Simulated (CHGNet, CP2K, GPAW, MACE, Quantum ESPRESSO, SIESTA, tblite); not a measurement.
**A faulty GPAW run on glassy 86SiO2-5SrO-5ZnO-5MgO (mol %) (63 atoms)**

Program: GPAW 26.7.0, a calculation on a cell of 19 Si, 1 Sr, 1 Zn, 1 Mg and 41 O, 14.3 Å³ an atom.

File run.py:

```python
import numpy as np
from ase.io import read
from gpaw import GPAW, FermiDirac

atoms = read("structure.xyz")
atoms.calc = GPAW(
    mode="lcao",
    basis="tzp",
    h=0.18,
    xc="PBE",
    kpts={"size": (1, 1, 1), "gamma": True},
    occupations=FermiDirac(0.05),
    maxiter=60,
    symmetry={"point_group": False},
    txt="gpaw.txt",
)
energy = atoms.get_potential_energy(force_consistent=True)
forces = atoms.get_forces()
print(f"energy {energy:.6f} eV")
print("forces (eV/A)")
for i, (a, f) in enumerate(zip(atoms, forces)):
    print(f"{i:4d} {a.symbol:2s} {f[0]:10.5f} {f[1]:10.5f} {f[2]:10.5f}")
print(f"Fermi level {atoms.calc.get_fermi_level():.4f} eV")
for k in range(len(atoms.calc.get_ibz_k_points())):
    for s in range(atoms.calc.get_number_of_spins()):
        e = atoms.calc.get_eigenvalues(kpt=k, spin=s)
        n = np.searchsorted(e, atoms.calc.get_fermi_level())
        print(f"k {k} spin {s} levels about the Fermi level:", np.round(e[max(n - 6, 0):n], 4).tolist(), "|", np.round(e[n:n + 6], 4).tolist())
```

File structure.xyz:

```xyz
63
Lattice="9.65803 0.00000 0.00000 0.00000 9.65803 0.00000 0.00000 0.00000 9.65803" Properties=species:S:1:pos:R:3 pbc="T T T"
Si 5.77483 1.73835 2.40070
Si 7.90065 7.49743 5.51966
Si 3.46105 0.09668 0.86410
Si 2.75051 5.03299 0.51670
Si 1.15829 2.42494 1.43354
Si 5.13962 3.87895 4.29502
Si 6.75135 6.12821 0.98377
Si 7.90645 3.03011 0.46919
Si 4.80757 0.39965 7.92944
Si 4.46713 3.55811 8.25597
[... 49 atom lines left out ...]
O 9.14133 9.12771 0.10363
O 4.80806 2.01785 8.21715
O 6.76738 2.17151 1.15645
O 9.31333 2.39336 1.02955
```

Started as:

```console
$ OMP_NUM_THREADS=1 python run.py > output.txt
```

Log:

```text
FileNotFoundError: Could not find required basis set file "Si.tzp.basis".
You need to set the GPAW_SETUP_PATH environment variable to point to
the directories where PAW dataset and basis files are stored.  See
for details.
```

gpaw.txt:

```text
Input parameters:
  mode=LCAO(),
  basis={'default': 'tzp'},
  h=0.18,
  kpts=MonkhorstPack(size=(1, 1, 1), gamma=True),
  maxiter=60,
  occupations=Occupations(name='fermi-dirac', width=0.05, fixmagmom=False),
  symmetry=Symmetry(point_group=False),
  xc=XC(name='PBE')
timing:  # [seconds]
  Total: 0.032  # ━━━━━━━━━━━━━━━━━━━━━━━━━━━━━━━━━━━━━━━━━━━━━━━━━━━━━━━━━━━
  Init:  0.009  # ━━━━━━━━━━━━━━━━━
```

Run time: 1.3 s. Hardware: 1 thread of Arm Neoverse V1, shared host; peak memory 0.09 GiB.

Banners, paths, timers and routine set-up lines are dropped from the logs unmarked, and long logs keep their key lines alone; longer cuts are marked.

Q: Find the fault and mend it.

A basis that isn't there: basis tzp. The sound run has basis dzp.

The program stopped at the start.

[Also dropped from logs without a mark: logging warnings of Python, and SIESTA's first energy breakdown and zero terms.]

[Logs are printed without paths, hosts, clocks, repeated set-up lines and the standing remarks that a program may print on its own settings, such as how far it seeks lower states.]

[Hosts, paths, dates, database ids (printed as entryN), source tags and the programs' standing remarks are cut or masked in the printed files.]
